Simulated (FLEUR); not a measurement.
# Anisotropy of free Co(0001) film, 2 layers with FLEUR, part 2 of 2

One state of free Co(0001) film, 2 layers is converged without symmetry. Force theorems then give its anisotropy.

FLEUR MaX-R8.1; PBE; all-electron FLAPW film, Dirac cores, scalar-relativistic bands.

So far. Step 2 (Reference state): After 28 cycles the largest moment stands at 1.75 μB.

## (5) Spin–orbit coupling, moments along z

Level of this step: PBE; all-electron FLAPW film, Dirac cores, scalar-relativistic bands with spin-orbit coupling (FLEUR).

Spin–orbit coupling ties the spins to the lattice and lets orbital moments form.

A new self-consistent run of the start ferro ++, with the moments along z. The k list default-1 (kpts.xml, not shown) is a Γ-centred 35×35×1 mesh.

inp.xml reads:

```
<?xml version="1.0" encoding="UTF-8" standalone="no"?>
<fleurInput fleurInputVersion="0.39">
   <comment>
      Co
   </comment>
   <calculationSetup>
      <cutoffs Kmax="3.66" Gmax="11.0" GmaxXC="11.0" numbands="74"/>
      <scfLoop itmax="150" minDistance="0.00002" maxIterBroyd="15" imix="Anderson" alpha="0.03" precondParam="0.0" spinf="2.0" sdNocoIR="T"/>
      <coreElectrons ctail="T" frcor="F" kcrel="0" coretail_lmax="0"/>
      <xcFunctional name="pbe" relativisticCorrections="F"/>
      <magnetism jspins="2"/>
      <soc l_soc="T" theta="0.0" phi="0.0" spav="F"/>
      <expertModes spex="0" secvar="F"/>
      <geometryOptimization l_f="F" forcealpha="1.0" forcemix="BFGS" epsdisp="0.00001" epsforce="0.00001"/>
      <ldaU l_linMix="F" mixParam="0.05" spinf="1.0"/>
   </calculationSetup>
   <cell>
      <bzIntegration valenceElectrons="34.0" mode="hist" fermiSmearingEnergy="0.00183747">
         <kPointListSelection listName="default-1"/>
         <xi:include xmlns:xi="http://www.w3.org/2001/XInclude" href="kpts.xml"> </xi:include>
      </bzIntegration>
      <xi:include xmlns:xi="http://www.w3.org/2001/XInclude" href="sym.xml"> </xi:include>
      <filmLattice scale="1.0" dVac="9.13" dTilda="11.63">
         <bravaisMatrixFilm>
            <row-1>    4.7375437355433538    -0.0000000791795246</row-1>
            <row-2>   -2.3687717992124133     4.1028332661104852</row-2>
         </bravaisMatrixFilm>
         <vacuumEnergyParameters vacuum="1" spinUp="-.25" spinDown="-.25"/>
      </filmLattice>
   </cell>
   <atomSpecies>
      <species name="Cobalt (Co2.000" element="Co" atomicNumber="27">
         <mtSphere radius="2.24" gridPoints="741" logIncrement="0.016"/>
         <atomicCutoffs lmax="8" lnonsphr="6"/>
         <electronConfig flipSpins="F">
            <coreConfig>(1s1/2) (2s1/2) (2p1/2) (2p3/2)</coreConfig>
            <valenceConfig>(3s1/2) (3p1/2) (3p3/2) (4s1/2) (3d3/2) (3d5/2)</valenceConfig>
            <stateOccupation state="(3d3/2)" spinUp="1.5" spinDown="1.3"/>
            <stateOccupation state="(3d5/2)" spinUp="3.0" spinDown="1.2"/>
         </electronConfig>
         <energyParameters s="4" p="4" d="3" f="4"/>
         <lo type="SCLO" l="0" n="3" eDeriv="0"/>
         <lo type="SCLO" l="1" n="3" eDeriv="0"/>
      </species>
   </atomSpecies>
   <atomGroups>
      <atomGroup species="Cobalt (Co2.000">
         <filmPos label="                   1">-1.000/3.000 1.000/3.000 -1.9227980798</filmPos>
         <filmPos label="                   2">1.000/3.000 -1.000/3.000 1.9227980798</filmPos>
         <force calculate="T" relaxXYZ="TTT"/>
      </atomGroup>
   </atomGroups>
   <output dos="F" band="F" slice="F">
      <bandDOS minEnergy="-.5*Htr" maxEnergy="0.5*Htr" sigma="0.015" storeEVData="T"/>
      <plotting iplot="0" polar="F">
         <plot TwoD="T" vec1="  1.0  0.0  0.0" vec2="  0.0  1.0  0.0" vec3="  0.0  0.0  1.0" zero="  0.0  0.0 -0.5" file="plot"/>
      </plotting>
      <moessbauerParams electricFieldGradient="F" isomerShift="F" coreHyperfine="F" valenceHyperfine="F"/>
   </output>
</fleurInput>
```

crystal.txt reads:

```
Co
&input film=T cartesian=F /
2.50700018054  -0.00000004190  0.00000000000
-1.25350005399  2.17112586459  0.00000000000
0.00000000000  0.00000000000  1.00000000000
1.8897261246
1.0 1.0 1.0

2
27 0.66666666667  0.33333333333  -1.92279807980 : 2.000
27 0.33333333333  0.66666666667  1.92279807980 : 2.000

&soc 0.0000000 0.0000000 /
&kpt div1=35 div2=35 div3=1 gamma=T /
```

The run is started by

```sh
$ OMP_NUM_THREADS=1 inpgen -f crystal.txt > inpgen.log  # inp.xml is then edited as shown
$ OMP_NUM_THREADS=1 mpirun -n 4 fleur_MPI > fleur.log
```

What it wrote:

```text
[banner, memory and clock lines left out]
Welcome to FLEUR        (www.flapw.de)
      MaX-Release 8.1          (www.max-centre.eu)

 ========== k-point set info ==========
 Selected k-point list: default-1
 k-point list type: mesh
 0 x 0 x 0
 Number of k points: 208

 [... set-up left out ...]
 Iteration:     1   Distance:      14.60723012 me/bohr^3
 Iteration:     2   Distance:      12.96636525 me/bohr^3
 Iteration:     3   Distance:       7.67859543 me/bohr^3
 Iteration:     4   Distance:       6.45592801 me/bohr^3
 Iteration:     5   Distance:       3.47731072 me/bohr^3
 Iteration:     6   Distance:       3.39394607 me/bohr^3
 Iteration:     7   Distance:       0.98855564 me/bohr^3
 Iteration:     8   Distance:       0.86503701 me/bohr^3
 Iteration:     9   Distance:       0.48696651 me/bohr^3
 Iteration:    10   Distance:       0.44975368 me/bohr^3
 Iteration:    11   Distance:       0.15874052 me/bohr^3
 Iteration:    12   Distance:       0.15469253 me/bohr^3
 Iteration:    13   Distance:       0.04615030 me/bohr^3
 Iteration:    14   Distance:       0.03776473 me/bohr^3
[... lines left out ...]
 Iteration:    18   Distance:       0.00225908 me/bohr^3
 Iteration:    19   Distance:       0.00113308 me/bohr^3
 Iteration:    20   Distance:       0.00088250 me/bohr^3
 Iteration:    21   Distance:       0.00023847 me/bohr^3
 Iteration:    22   Distance:       0.00004543 me/bohr^3
 Iteration:    23   Distance:       0.00006542 me/bohr^3
 Iteration:    24   Distance:       0.00000485 me/bohr^3

 ********************************************************************
 Run finished successfully
 Stop message:
   all done
 ********************************************************************

--- out.xml (last complete iteration) ---
<iteration numberForCurrentRun="   24" overallNumber="   24">
         [... left out ...]
         <bandgap value="0.0213711219" units="eV"/>
         <sumValenceSingleParticleEnergies value="-47.2797271976" units="Htr"/>
         <FermiEnergy value="-0.1844306560" units="Htr"/>
         [... left out ...]
         <magneticMomentsInMTSpheres units="muBohr">
            <globalMagMoment atomType="1" vec="0.00000   0.00000   1.79821"/>
         </magneticMomentsInMTSpheres>
         <orbitalMomentsInMTSpheres units="muBohr">
            <globalMagMoment atomType="1" vec="0.00000   0.00000   0.08854"/>
         </orbitalMomentsInMTSpheres>
         [... left out ...]
         <totalEnergy value="    -2786.8988379709" units="Htr">
            <sumOfEigenvalues value="    -1633.0224729407">
               <coreElectrons value="-1585.7427457431"/>
               <valenceElectrons value="-47.2797271976"/>
            </sumOfEigenvalues>
         [... left out ...]
            <freeEnergy value="-2786.8994071485"/>
            <extrapolationTo0K value="-2786.8991225597"/>
         </totalEnergy>
         <densityConvergence units="me/bohr^3">
            <chargeDensity spin="1" distance="0.0000037967"/>
            <chargeDensity spin="2" distance="0.0000021948"/>
            <overallChargeDensity distance="0.0000038658"/>
            <spinDensity distance="0.0000048498"/>
         </densityConvergence>
      </iteration>
```

It took 1.9 min on 4 MPI ranks of Arm Neoverse V2, shared host; peak memory 0.44 GiB.

Numbers from this step:

```yaml
free_energy: -75835.3962 eV
program_s_band_gap_on_this_mesh_in_a_metal_only_a_level_spacing: 0.02137 eV
magnetization: 3.442 μB
final_state: ferromagnetic
largest_moment: 1.798 μB
orbital_moment_along_the_spin: 0.08854 μB
```

Orbital moment in the sphere, along the spin axis by atom:

```csv
atom,"orbital moment in the sphere, along the spin axis (μB)"
Co1,0.0885
Co2,0.0885
```

## (6) Summary of results

```json
{
 "reference state": "ferromagnetic",
 "largest sphere moment": "1.75 μB",
 "easy direction of those tried": "the plane normal to z",
 "energy along x less z, force theorem": "-0.0835 meV a primitive cell",
 "orbital moment on the atom of largest spin, along its spin (spin–orbit run)": "0.0885 μB"
}
```

In words: By the force theorem the moments prefer the plane normal to z, with no direction in it resolved; shape anisotropy is not in it, and in a film it favours the plane. The difference for the second direction goes from -0.13 meV (mesh 23×23×1, 66 states, 65 s of CPU time) to -0.084 meV (mesh 35×35×1, 66 states, 2.3 min), so it is not converged. The orbital moment is parallel to the spin, as Hund's third rule has it for a shell over half filled. The state was typed, and no other order was converged beside it, so it need not be the ground state.

[Logs and program files are shortened in this print: banners, set-up blocks, solver, clock and traceback lines can be left out without a mark of their own.]

[Logs are printed without paths, hosts, clocks, repeated set-up lines and the standing remarks that a program may print on its own settings, such as how far it seeks lower states.]

[Hosts, paths, dates, database ids (printed as entryN), source tags and the programs' standing remarks are cut or masked in the printed files.]

[Where a cell is said to come from a database of computed structures, the database is the Materials Project.]
